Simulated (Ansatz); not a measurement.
# What SnH2 (model cell, started as rutile) distorts into

Which phase does SnH2 (model cell, started as rutile) fall into along its unstable mode, and how much energy does it gain?

Method: DFT PBE, scalar-relativistic, plane waves, PAW, in Ansatz 0.2.0.

The structure was built from a prototype and need not be the compound's stable phase.

## (1) The structure

The structure is tetragonal, space group P4_2/mnm (No. 136). Conventional cell: a = 4.858 Å, b = 4.858 Å, c = 3.642 Å, α = 90.00°, β = 90.00°, γ = 90.00°. Sn has 6 H at 2.14 to 2.24 Å nearest. H has 3 Sn at 2.14 to 2.24 Å nearest. Farther neighbours are not listed.

## (2) Phonons on a q mesh

The cell comes from relaxations at this level that are not shown. Stability and thermal properties need the whole zone. Linear response on a 2×2×4 q mesh gives force constants as far as a supercell of that size would.

File input.yaml:

```yaml
crystal:
  lattice:
    - [4.8575969519, 0.0, 0.0]
    - [0.0, 4.8575969519, 0.0]
    - [0.0, 0.0, 3.6419952209]
  atoms:
    - { symbol: Sn, position: [0.0, 0.0, 0.0] }
    - { symbol: Sn, position: [0.5, 0.5, 0.5] }
    - { symbol: H, position: [0.3110725174, 0.3110725174, 0.0] }
    - { symbol: H, position: [0.6889274826, 0.6889274826, 0.0] }
    - { symbol: H, position: [0.8110725174, 0.1889274826, 0.5] }
    - { symbol: H, position: [0.1889274826, 0.8110725174, 0.5] }
kpoints:
  mp_grid: { grid: [8, 8, 12] }
hamiltonian:
  xc: pbe
scf:
  occupations: { method: methfessel_paxton, width: 0.2 }
output:
  eigenvalues: true
phonons:
  method: dfpt
  qmesh: [2, 2, 4]
  temperatures: { t_max: 1000, t_step: 50 }
  qpath:
    path:
      - [[0.0, 0.0, 0.0], [0.0, 0.5, 0.0], [0.5, 0.5, 0.0], [0.0, 0.0, 0.0], [0.0, 0.0, 0.5], [0.0, 0.5, 0.5], [0.5, 0.5, 0.5], [0.0, 0.0, 0.5]]
      - [[0.0, 0.5, 0.0], [0.0, 0.5, 0.5]]
      - [[0.5, 0.5, 0.0], [0.5, 0.5, 0.5]]
    npoints: 10
```

Launch:

```sh
ansatz run input.yaml --threads 8 --pin off --max-ram 14336MiB --backend cpu --events-out ev --progress --plain --runs-dir out
```

Numbers of over 12 decimals in the logs are rounded to 6 here.

The program printed:

```text
Warning: phonons: the dynamical matrix that this run interpolates holds no multipole term above the dipole-dipole one, and a site of this crystal is no centre of inversion, so its interpolated transverse optical and acoustic branches and sound speeds can stay off near Gamma, and the density of states and the thermodynamics with them. What a run solves at a wave vector of phonons.qpoints, Gamma apart, where the deck admits one, is free of this, and under fd what a larger phonons.supercell samples
Engine: ansatz 0.2.0, aarch64-unknown-linux-gnu
Pseudopotentials: kind: paw
Pseudopotential: Sn, paw, valence charge 14, recommended cutoff 420 eV (normal), Sn.paw.azcp
Pseudopotential: H, paw, valence charge 1, recommended cutoff 420 eV (normal), H.paw.azcp
Functional definition: PBE
  parameter kappa = 0.804
  parameter beta = 0.066725
  exchange = pbe_x(kappa = kappa, mu = beta*pi^2/3)
  correlation = pbe_c(beta = beta)
Crystal: 6 atoms, lattice volume = 85.937 Å³
Basis set: ecut = 420 eV, 1665 PW (Γ), exchange–correlation on 72×72×60 points (8 copies of the dense FFT grid, shifted against one another)
Bands: 22, of which v1, the nominal top of the filled ones, is band 16 counted from 1 (15 counted from 0)
Symmetry: 16 space group operations
k-points: 105 of 768
Non-local potential: Sn, projectors of the file, l = 0: 2, l = 1: 2, l = 2: 2, l = 3: 2
Non-local potential: H, projectors of the file, l = 0: 2, l = 1: 1
PAW form: soft (Blöchl's): semilocal exchange-correlation on the pseudo side does not see the compensation charge
PAW one-centre angular grid: Sn, 590 points (default); XC on 64 Gauss nodes
PAW one-centre angular grid: H, 110 points (default); XC on 64 Gauss nodes
Initial density: superposition of atomic densities (neutral atoms: chi_scale 0, normalization atom), corrected by the library's trained network
Initial wavefunctions: pseudopotential atomic-orbital guess
Functional: x = pbe(κ = 0.804, μ = 0.219515), c = pbe(β = 0.066725)
SCF iter   1: F=—  HF=-12109.071649 eV  |F-HF|=—  |Δ(HF+E_count)|=         —  Δρ=3.14e-3  dr2=1.05e-2  ethr=1.77e-3  ⟨swp⟩=5.8  Hψ=10977  notcnv=0
preconditioner: auto → Kerker (q_TF=auto, 2.314 Å⁻¹)  [metal: Δε(μ)=0.058 eV  Ē_g=18.854 eV  σ=0.200 eV  W_gap=0.24  n_scr=18 (ndim 8)  ℏωp=22.7 eV  f_vac=0.000  D(μ)=1.24/eV (n_scr^D=4)]
SCF iter   2: F=—  HF=-12109.068323 eV  |F-HF|=—  |Δ(HF+E_count)|=   3.33e-3  S|Δr|=    0.00e0  Δρ=1.62e-3  dr2=2.76e-3  ethr=3.28e-5  ⟨swp⟩=2.1  Hψ=4790  notcnv=0
SCF iter   3: F=—  HF=-12109.067769 eV  |F-HF|=—  |Δ(HF+E_count)|=   5.54e-4  S|Δr|=    0.00e0  Δρ=4.39e-4  dr2=2.60e-4  ethr=8.62e-6  ⟨swp⟩=2.2  Hψ=2716  notcnv=0
SCF iter   4: F=—  HF=-12109.067718 eV  |F-HF|=—  |Δ(HF+E_count)|=   5.15e-5  S|Δr|=    0.00e0  Δρ=2.12e-4  dr2=4.47e-5  ethr=8.14e-7  ⟨swp⟩=3.0  Hψ=4010  notcnv=0
SCF iter   5: F=—  HF=-12109.067722 eV  |F-HF|=—  |Δ(HF+E_count)|=   4.25e-6  S|Δr|=    0.00e0  Δρ=5.29e-5  dr2=1.76e-6  ethr=1.40e-7  ⟨swp⟩=2.0  Hψ=3837  notcnv=0
SCF iter   6: F=—  HF=-12109.067720 eV  |F-HF|=—  |Δ(HF+E_count)|=   1.87e-6  S|Δr|=    0.00e0  Δρ=1.40e-5  dr2=1.43e-7  ethr=5.50e-9  ⟨swp⟩=2.0  Hψ=3896  notcnv=0
SCF iter   7: F=—  HF=-12109.067720 eV  |F-HF|=—  |Δ(HF+E_count)|=   1.67e-8  S|Δr|=    0.00e0  Δρ=2.20e-6  dr2=4.77e-9  ethr=4.46e-10  ⟨swp⟩=2.0  Hψ=3906  notcnv=0
SCF iter   8: F=—  HF=-12109.067720 eV  |F-HF|=—  |Δ(HF+E_count)|=   3.69e-9  S|Δr|=    0.00e0  Δρ=9.01e-7  dr2=9.23e-10  ethr=1.49e-11  ⟨swp⟩=2.0  Hψ=2912  notcnv=0
SCF iter   9: F=—  HF=-12109.067720 eV  |F-HF|=—  |Δ(HF+E_count)|=  5.46e-11  S|Δr|=    0.00e0  Δρ=1.31e-7  dr2=2.67e-11  ethr=2.89e-12  ⟨swp⟩=2.0  Hψ=3903  notcnv=0
SCF iter  10: F=-12109.067720 eV  HF=-12109.067720 eV  |F-HF|=1.09e-11  |Δ(HF+E_count)|=  1.46e-11  S|Δr|=    0.00e0  Δρ=3.40e-8  dr2=1.30e-12  ethr=1.00e-12  ⟨swp⟩=8.3  Hψ=10693  notcnv=0
SCF 1 converged in 10 iterations: F = -12109.067720 eV  dr2 = 1.30e-12
  greatest PAW one-centre occupation: 0.992 electrons in one spin orbital (limit 2), on the Sn atom at site 1 (counted from 0), in its partial waves of l = 2
Initial density: read from a saved state, or passed on in memory by an earlier SCF of this step, an earlier step, the calling program or the single point that the run made first
iter 1 solved again at ethr=3.11e-7 eV; its pass at ethr=3.10e-3 eV (dr2=9.95e-5 eV) is discarded
SCF iter   1: F=—  HF=-12109.067721 eV  |F-HF|=—  |Δ(HF+E_count)|=         —  Δρ=2.23e-6  dr2=3.76e-9  ethr=3.11e-7  ⟨swp⟩=2.8  Hψ=16418  notcnv=0
eigensolver tolerance schedule: the retry pair's looser diagonalisation over-reported the residual by 26461.20 of it (diagonalisation noise at an unbounded share of the residual, at the tolerance the schedule requests for it); recorded, not acted on — ethr = c·dr2/N_el stays at c = 1.0e-1
preconditioner: auto → Kerker (q_TF=auto, 2.314 Å⁻¹)  [metal: Δε(μ)=0.025 eV  Ē_g=18.828 eV  σ=0.200 eV  W_gap=0.11  n_scr=18 (ndim 8)  ℏωp=22.7 eV  f_vac=0.000  D(μ)=1.25/eV (n_scr^D=4)]
SCF iter   2: F=—  HF=-12109.067720 eV  |F-HF|=—  |Δ(HF+E_count)|=   1.26e-6  S|Δr|=    0.00e0  Δρ=1.14e-6  dr2=8.13e-10  ethr=1.17e-11  ⟨swp⟩=4.3  Hψ=5869  notcnv=0
SCF iter   3: F=—  HF=-12109.067720 eV  |F-HF|=—  |Δ(HF+E_count)|=  1.46e-10  S|Δr|=    0.00e0  Δρ=7.48e-7  dr2=3.70e-10  ethr=2.54e-12  ⟨swp⟩=1.0  Hψ=2310  notcnv=0
SCF iter   4: F=—  HF=-12109.067720 eV  |F-HF|=—  |Δ(HF+E_count)|=  9.46e-11  S|Δr|=    0.00e0  Δρ=3.39e-7  dr2=8.54e-11  ethr=1.15e-12  ⟨swp⟩=1.0  Hψ=2314  notcnv=0
SCF iter   5: F=—  HF=-12109.067720 eV  |F-HF|=—  |Δ(HF+E_count)|=  2.73e-11  S|Δr|=    0.00e0  Δρ=2.27e-7  dr2=3.91e-11  ethr=1.00e-12  ⟨swp⟩=1.0  Hψ=2310  notcnv=0
SCF iter   6: F=—  HF=-12109.067720 eV  |F-HF|=—  |Δ(HF+E_count)|=  9.09e-12  S|Δr|=    0.00e0  Δρ=1.30e-7  dr2=1.29e-11  ethr=1.00e-12  ⟨swp⟩=1.0  Hψ=2310  notcnv=0
SCF iter   7: F=-12109.067720 eV  HF=-12109.067720 eV  |F-HF|=3.64e-12  |Δ(HF+E_count)|=  1.82e-12  S|Δr|=    0.00e0  Δρ=1.10e-7  dr2=9.15e-12  ethr=1.00e-12  ⟨swp⟩=1.8  Hψ=3021  notcnv=0
SCF 2 converged in 7 iterations: F = -12109.067720 eV  dr2 = 9.15e-12
phonons: the bands overlap, so this run is a metal and interpolates without the dipole-dipole term. If the crystal is really an insulator or semiconductor, its LO-TO splitting is missing
NSCF: frozen V_eff on 105 k-points
NSCF: frozen V_eff on 238 k-points
DFPT response loops at q = (0, 0, 0) (fractional): preconditioner auto → Kerker (q_TF=auto, 2.314 Å⁻¹) (partly filled bands, converged f_vac=0.000); β = 1.00, the filter's whole step (`scf.mixing.beta` (0.50) is not read by the response loops under this deck's `scf.mixing.preconditioner`; to damp them name `kerker` or `kerker_dos`, under which they read `scf.mixing.beta`, and type it under 1.00, their step now; both keys bind the ground state too); Broyden in place of MSR1
NSCF: frozen V_eff on 816 k-points
DFPT response loops at q = (0, 0, 0.25) (fractional): mixed as the last ones told, above
NSCF: frozen V_eff on 476 k-points
DFPT response loops at q = (0, 0, -0.5) (fractional): mixed as the last ones told, above
NSCF: frozen V_eff on 476 k-points
DFPT response loops at q = (0, -0.5, 0) (fractional): mixed as the last ones told, above
NSCF: frozen V_eff on 816 k-points
DFPT response loops at q = (0, -0.5, 0.25) (fractional): mixed as the last ones told, above
NSCF: frozen V_eff on 476 k-points
DFPT response loops at q = (0, -0.5, -0.5) (fractional): mixed as the last ones told, above
NSCF: frozen V_eff on 476 k-points
DFPT response loops at q = (-0.5, -0.5, 0) (fractional): mixed as the last ones told, above
NSCF: frozen V_eff on 816 k-points
DFPT response loops at q = (-0.5, -0.5, 0.25) (fractional): mixed as the last ones told, above
NSCF: frozen V_eff on 476 k-points
DFPT response loops at q = (-0.5, -0.5, -0.5) (fractional): mixed as the last ones told, above
SCF converged after 10 iterations
Stability not checked: this state was not tested for a lower state beside it, because cold or Methfessel-Paxton smearing, or corrected tetrahedra, fill the levels in a way that the test cannot read (fill_not_monotonic; see scf.lower_state_search)
Free energy (F): -12109.067720 eV
Harris-Foulkes:  -12109.067720 eV  (|F-HF|=1.09e-11)
Internal energy: -12109.069345 eV  (E = F + TS)
E sigma→0 (E₀):  -12109.068126 eV
Entropy (-TS):   0.001625 eV (0.271 meV/atom)
Fermi energy:    6.895419 eV
--- Per-component energies (eV) ---
  E_band       = -282.055523
  E_kinetic    = 421.490338
  E_local      = -2210.347008  (includes V_loc(G=0)·N_el)
  E_nonlocal   = -60.262016
  E_hartree    = 1254.335674
  E_xc         = -800.154407
  E_vxc        = -236.766980  (∫ρ·V_xc dr)
  E_paw        = -8269.598129  (= ΣΔE_a)
  E_vpaw       = -704.836983  (= ΣTr[D̂ρ^β])
  E_aug_tail   = -0.004216  (compensation charges beyond the density's cutoff)
  E_ewald      = -2444.529580
  E_smearing   = 0.001625  (= −TS)
  E_closure    = 0.000000  (closes the sum)
  Σ components = -12109.067720   (vs F -12109.067720, Δ=0.00e0)
--- Band table (eV; the first three rows and the last of 105) ---
  k-point 0: bands = [... 12 lower, 1.4516, 1.4516, 4.8987, 8.2632, 8.8632, 9.2457, 9.2457, 11.3586, ... 2 higher]
  k-point 1: bands = [... 12 lower, 1.5200, 1.5200, 4.3957, 8.5324, 8.9366, 9.2945, 9.2945, 9.9684, ... 2 higher]
  k-point 2: bands = [... 12 lower, 1.7182, 1.7182, 3.3133, 8.3856, 9.0210, 9.1570, 9.3599, 9.3599, ... 2 higher]
  k-point 104: bands = [... 12 lower, 1.7839, 1.7839, 2.1277, 2.1277, 5.7684, 5.7684, 12.2162, 12.2162, ... 2 higher]
--- Phonons (Γ-DFPT): 4 representative perturbations + reference (Σ response iterations 12) ---
  ASR residual: 2.403e-5 → 0.000e0 eV/Å²; symmetrization residual: 5.512e-7 eV/Å²
  ASR residual per site (eV/Å²): 2.40e-5 2.40e-5 2.87e-6 2.87e-6 2.87e-6 2.87e-6
  Γ frequencies (cm⁻¹): -557.38 -342.61 0.00 0.00 0.00 72.08 97.54 97.54 237.18 237.18 265.76 450.48 450.48 570.75 570.75 621.38 658.08 976.83
--- Phonons (arbitrary-q DFPT): 9 irreducible q on the 2×2×4 mesh ---
  q = [0.0000, 0.0000, 0.0000] (star 1, of the zone-centre solve; hermiticity 2.91e-7, symmetrization 8.05e-12): -557.38 -342.61 -0.00 0.00 0.00 72.08 97.54 97.54 237.18 237.18 265.76 450.48 450.48 570.75 570.75 621.38 658.08 976.83
  q = [0.0000, 0.0000, 0.2500] (star 2, 4 solved perturbations in 1320 linear systems a pass and spin channel, the states on 408 of 768 k-point pairs; hermiticity 2.40e-7, symmetrization 1.41e-11): -463.02 -426.38 -426.38 -289.81 34.96 34.96 92.36 110.22 110.47 110.47 265.28 420.35 420.35 568.35 568.76 568.76 689.70 956.75
  q = [0.0000, 0.0000, -0.5000] (star 1, 4 solved perturbations in 770 linear systems a pass and spin channel, the states on 238 of 768 k-point pairs; hermiticity 1.19e-7, symmetrization 6.40e-12): -804.78 -804.78 65.52 65.52 75.38 75.38 136.05 136.05 140.10 140.10 344.47 344.47 475.02 475.02 552.75 552.75 825.68 825.68
  q = [0.0000, -0.5000, 0.0000] (star 2, 6 solved perturbations on 238 of 768 k-point pairs; hermiticity 3.94e-7, symmetrization 7.37e-13): -345.82 -345.82 40.36 40.36 53.02 53.02 73.98 73.98 225.91 225.91 361.79 361.79 540.61 540.61 586.54 586.54 798.23 798.23
  q = [0.0000, -0.5000, 0.2500] (star 4, 6 solved perturbations on 408 of 768 k-point pairs; hermiticity 4.16e-7, symmetrization 8.71e-13): -382.68 -382.68 41.33 41.33 55.46 55.46 108.40 108.40 277.13 277.13 365.07 365.07 522.24 522.24 564.92 564.92 841.59 841.59
  q = [0.0000, -0.5000, -0.5000] (star 2, 6 solved perturbations on 238 of 768 k-point pairs; hermiticity 1.94e-7, symmetrization 9.28e-13): -722.06 -722.06 -30.22 -30.22 66.47 66.47 115.88 115.88 323.21 323.21 347.27 347.27 463.81 463.81 472.40 472.40 887.64 887.64
  q = [-0.5000, -0.5000, 0.0000] (star 1, 4 solved perturbations in 770 linear systems a pass and spin channel, the states on 238 of 768 k-point pairs; hermiticity 2.93e-7, symmetrization 1.69e-11): -442.86 -442.86 -4.79 -4.79 43.60 43.60 78.02 78.02 233.57 233.57 382.39 382.39 463.00 463.00 522.24 522.24 870.99 870.99
  q = [-0.5000, -0.5000, 0.2500] (star 2, 4 solved perturbations in 1320 linear systems a pass and spin channel, the states on 408 of 768 k-point pairs; hermiticity 3.24e-7, symmetrization 5.79e-12): -358.21 -358.21 -325.14 -325.14 48.64 48.64 94.39 94.39 95.43 95.43 429.51 429.51 461.99 461.99 551.23 551.23 843.48 843.48
  q = [-0.5000, -0.5000, -0.5000] (star 1, 4 solved perturbations in 770 linear systems a pass and spin channel, the states on 238 of 768 k-point pairs; hermiticity 2.26e-7, symmetrization 1.67e-12): -793.57 -793.57 48.94 48.94 81.22 81.22 129.73 129.73 256.85 256.85 412.53 412.53 501.86 501.86 534.90 534.90 838.34 838.34
  sum rule: each row above includes the acoustic sum rule's correction from the zone centre's row sums; it moved no ω² by more than (0.96 cm⁻¹)²
  mesh force constants: q→R imaginary residual 1.40e-17; ASR residual 2.403e-5 → 0.000e0 eV/Å²; symmetrization residual 3.553e-15 eV/Å²
  interpolated dispersion: 93 rows × 18 modes
  density of states and harmonic sums: on the 14×14×20 q-mesh, interpolated from the force constants of a 2×2×4 supercell (no non-analytic term)
  largest difference from the sums on the solved wave vectors: F 3.41e-2 eV, S 3.26e-5 and C_V 8.23e-6 eV/K
  zero-point energy: 0.325762 eV/cell   skipped modes (ω ≤ 0): 1209, of them read as no rigid motion or as one in doubt: 1206 (3.085e0 modes/cell left out, lowest -804.78 cm⁻¹)   left out of the sums: 1.71e-1 of the cell's modes: C_V's classical limit lies that fraction below 3 k_B per atom; for a crystal, a wire or a layer, F and S can be off by more, and a phonons.interpolated_qmesh denser along its periods is the remedy for the sampling
```

Wall time 8.1 min (8 threads of Arm Neoverse N1, shared host); peak memory 2.1 GiB.

In the SCF lines HF is the Harris–Foulkes energy and dr2 the Hartree energy of the density residual, in eV; the loop may stop once dr2 is under the threshold and the program's other checks hold. Hψ counts applications of the Hamiltonian.

This step gave:

```yaml
volume_per_atom: 14.32 Å³
gap_on_the_k_mesh: 0 eV
sum_rule_residual_before_enforcement: 2.40e-5 eV/Å²
lowest_frequency_on_the_path: -804.8 cm⁻¹
point_group: 4/mmm
highest_frequency_on_the_path_or_at_a_solved_wavevector: 976.8 cm⁻¹
highest_optical_mode_at_the_zone_centre_no_lo_to_term: 976.8 cm⁻¹
lowest_optical_zone_centre_mode: -557.4 cm⁻¹
lowest_mode_on_the_q_mesh_acoustic_modes_at_gamma_apart: -804.8 cm⁻¹
```

Frequencies (cm⁻¹) solved at each irreducible wavevector; negative means imaginary. Frequencies by wavevector, by row:

| q in reciprocal lattice units | star | mode 1 | mode 2 | mode 3 | mode 4 | mode 16 | mode 17 | mode 18 |
| --- | --- | --- | --- | --- | --- | --- | --- | --- |
| 0 0 0 | 1 | -557.4 | -342.6 | 0 | 0 | 621.4 | 658.1 | 976.8 |
| 0 0 0.25 | 2 | -463 | -426.4 | -426.4 | -289.8 | 568.8 | 689.7 | 956.8 |
| 0 0 -0.5 | 1 | -804.8 | -804.8 | 65.5 | 65.5 | 552.8 | 825.7 | 825.7 |
| 0 -0.5 0 | 2 | -345.8 | -345.8 | 40.4 | 40.4 | 586.5 | 798.2 | 798.2 |
| 0 -0.5 0.25 | 4 | -382.7 | -382.7 | 41.3 | 41.3 | 564.9 | 841.6 | 841.6 |
| 0 -0.5 -0.5 | 2 | -722.1 | -722.1 | -30.2 | -30.2 | 472.4 | 887.6 | 887.6 |
| -0.5 -0.5 0 | 1 | -442.9 | -442.9 | -4.8 | -4.8 | 522.2 | 871 | 871 |
| -0.5 -0.5 0.25 | 2 | -358.2 | -358.2 | -325.1 | -325.1 | 551.2 | 843.5 | 843.5 |
| -0.5 -0.5 -0.5 | 1 | -793.6 | -793.6 | 48.9 | 48.9 | 534.9 | 838.3 | 838.3 |

Interpolated from a 2×2×4 q mesh. The phonon branches at the labelled points (cm⁻¹):

```csv
point,branch 1,branch 2,branch 3,branch 4,branch 15,branch 16,branch 17,branch 18
Γ,-557,-343,0,0,571,621,658,977
halfway,-486,-315,-40,17,580,597,627,940
X,-346,-346,40,40,586,586,798,798
halfway,-397,-397,40,40,555,555,836,836
M,-443,-443,-5,-5,522,522,871,871
halfway,-460,-337,-22,22,566,576,672,928
Γ,-557,-343,0,0,571,621,658,977
halfway,-463,-426,-426,-290,569,569,690,957
Z,-805,-805,66,66,553,553,826,826
halfway,-763,-763,65,65,492,492,863,863
R,-722,-722,-30,-30,472,472,888,888
halfway,-756,-756,58,58,510,510,868,868
A,-794,-794,49,49,535,535,838,838
halfway,-768,-747,-47,60,489,540,834,892
Z,-805,-805,66,66,553,553,826,826
jump to X,-346,-346,40,40,586,586,798,798
halfway,-383,-383,41,41,565,565,842,842
R,-722,-722,-30,-30,472,472,888,888
jump to M,-443,-443,-5,-5,522,522,871,871
halfway,-358,-358,-325,-325,551,551,844,844
A,-794,-794,49,49,535,535,838,838
```

Symmetry leaves 9 wavevectors to solve. The lowest mode among them, the acoustic zeros apart, lies at q = (0, 0, -0.5) and is imaginary, 804.8i cm⁻¹, so the energy falls along it.

## (3) The mode frozen in, largest atomic shift 0 Å

The mode followed lies at q = (0, 0, -0.5) with frequency 804.8i cm⁻¹ and is 2-fold degenerate, the softest among the wavevectors solved. At small amplitude the distorted cell has space group no. 63 by a symmetry search on the positions. The undistorted cell that holds it gives the zero of energy on the same k mesh.

System of this step: SnH2 (model cell, started as rutile). The structure is tetragonal, space group P4_2/mnm (No. 136). Conventional cell: a = 4.858 Å, b = 4.858 Å, c = 3.642 Å, α = 90.00°, β = 90.00°, γ = 90.00°. Sn has 6 H at 2.14 to 2.24 Å nearest. H has 3 Sn at 2.14 to 2.24 Å nearest. Farther neighbours are not listed.

File input.yaml:

```yaml
crystal:
  lattice:
    - [4.8575969519, 0.0, 0.0]
    - [0.0, 4.8575969519, 0.0]
    - [0.0, 0.0, 7.2839904417]
  atoms:
    - { symbol: Sn, position: [0.0, 0.0, 0.0] }
    - { symbol: Sn, position: [0.0, 0.0, 0.5] }
    - { symbol: Sn, position: [0.5, 0.5, 0.25] }
    - { symbol: Sn, position: [0.5, 0.5, 0.75] }
    - { symbol: H, position: [0.3110725174, 0.3110725174, 0.0] }
    - { symbol: H, position: [0.3110725174, 0.3110725174, 0.5] }
    - { symbol: H, position: [0.6889274826, 0.6889274826, 0.0] }
    - { symbol: H, position: [0.6889274826, 0.6889274826, 0.5] }
    - { symbol: H, position: [0.8110725174, 0.1889274826, 0.25] }
    - { symbol: H, position: [0.8110725174, 0.1889274826, 0.75] }
    - { symbol: H, position: [0.1889274826, 0.8110725174, 0.25] }
    - { symbol: H, position: [0.1889274826, 0.8110725174, 0.75] }
kpoints:
  mp_grid: { grid: [8, 8, 6] }
hamiltonian:
  xc: pbe
scf:
  occupations: { method: methfessel_paxton, width: 0.2 }
output:
  forces: true
  stress: true
  eigenvalues: true
```

The program printed:

```text
[...]
Crystal: 12 atoms, lattice volume = 171.875 Å³
Basis set: ecut = 420 eV, 3373 PW (Γ), exchange–correlation on 72×72×100 points (8 copies of the dense FFT grid, shifted against one another)
Bands: 44, of which v1, the nominal top of the filled ones, is band 32 counted from 1 (31 counted from 0)
Symmetry: 32 space group operations
[...]
k-points: 60 of 384
[...]
k-point 0: bands = [... 28 lower, 3.2049, 3.2049, 4.8987, 7.3240, 7.3240, 8.2631, 8.8631, 9.2457, ... 8 higher]
  k-point 1: bands = [... 28 lower, 2.7099, 4.2618, 4.3957, 7.5795, 7.5795, 8.5324, 8.9366, 9.2945, ... 8 higher]
  k-point 2: bands = [... 28 lower, 2.3862, 3.3133, 5.4897, 8.2360, 8.2360, 8.3856, 9.0210, 9.1569, ... 8 higher]
  k-point 59: bands = [... 28 lower, 4.4762, 4.4762, 4.4762, 4.4762, 7.8669, 7.8669, 7.8669, 7.8669, ... 8 higher]
[key lines of the parts left out:]
SCF converged after 7 iterations
Free energy (F): -24218.135440 eV
Fermi energy:    6.895391 eV
P = ⅓ Tr σ = 0.0005 GPa (0.005 kbar)
```

Run time: 7 s. Hardware: 8 threads; peak memory 0.83 GiB; 54 s of CPU time.

This step gave:

```
pressure                         : 4.56e-4 GPa
energy from the undistorted cell : 0 meV/atom
```

The run ends at a pressure of 0.00 GPa.

(Continued in part 2 of 2.)

[Logs are printed without paths, hosts, clocks, repeated set-up lines and the standing remarks that a program may print on its own settings, such as how far it seeks lower states.]

[Hosts, paths, dates, database ids (printed as entryN), source tags and the programs' standing remarks are cut or masked in the printed files.]
